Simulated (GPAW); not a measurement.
# Calculated records

```
! title: Quasiparticle gap of CdSe (F-43m) in GPAW
! method: DFT, PBE, plane waves, PAW (and 1 further level or step)
! program: GPAW 26.7.0
! settings: cutoff 450 eV, GPAW PAW setups 1.2.1 data release, 4×4×4 k-mesh, nbands 692
! cost: 4 runs, 2.8 min in all on 4 MPI ranks of Intel Xeon 6975P-C (Granite Rapids), shared host
! notes: The cell and positions are those that the Materials Project relaxed with its own functionals (PBE, PBE+U or r2SCAN), kept fixed. Limits: no spin-orbit coupling. The 4×4×4 mesh is coarse for this cell, which bears on the long-range parts of exchange and screening.
! PBE gap: 0.54 eV, direct
! G0W0 gap on the mesh: 1.30 eV
! GW settings: 4×4×4 mesh, 317 bands, screening to 180 eV, Godby-Needs plasmon pole
! known limits: short of the basis limit; no spin-orbit coupling; coarse k mesh
CELL_PARAMETERS angstrom
0.00000 3.07027 3.07027
3.07027 0.00000 3.07027
3.07027 3.07027 0.00000
ATOMIC_POSITIONS crystal
Cd 0.00000 0.00000 0.00000
Se 0.75000 0.75000 0.75000
```

[Long decimals in the printed logs are rounded to 6 places.]

[Logs are printed without paths, hosts, clocks, repeated set-up lines and the standing remarks that a program may print on its own settings, such as how far it seeks lower states.]

[Paths, hosts, dates, memory and timing lines, banners, echoed tables and standing remarks are left out of the program output; an Ansatz launch command may be rebuilt from the run's recorded settings. Measured values are a selection of at most five: reports struck by readers or far from the other reports are left out. None is set beside runs whose start may be inverted or whose files or cutoffs have a known fault.]

[Runs of the session that timed out or met a known fault of the program may be left out.]

[Hosts, paths, dates, database ids (printed as entryN), source tags and the programs' standing remarks are cut or masked in the printed files.]

[Where the starting crystal was built by hand or by swapping elements, it need not be the compound's stable phase.]
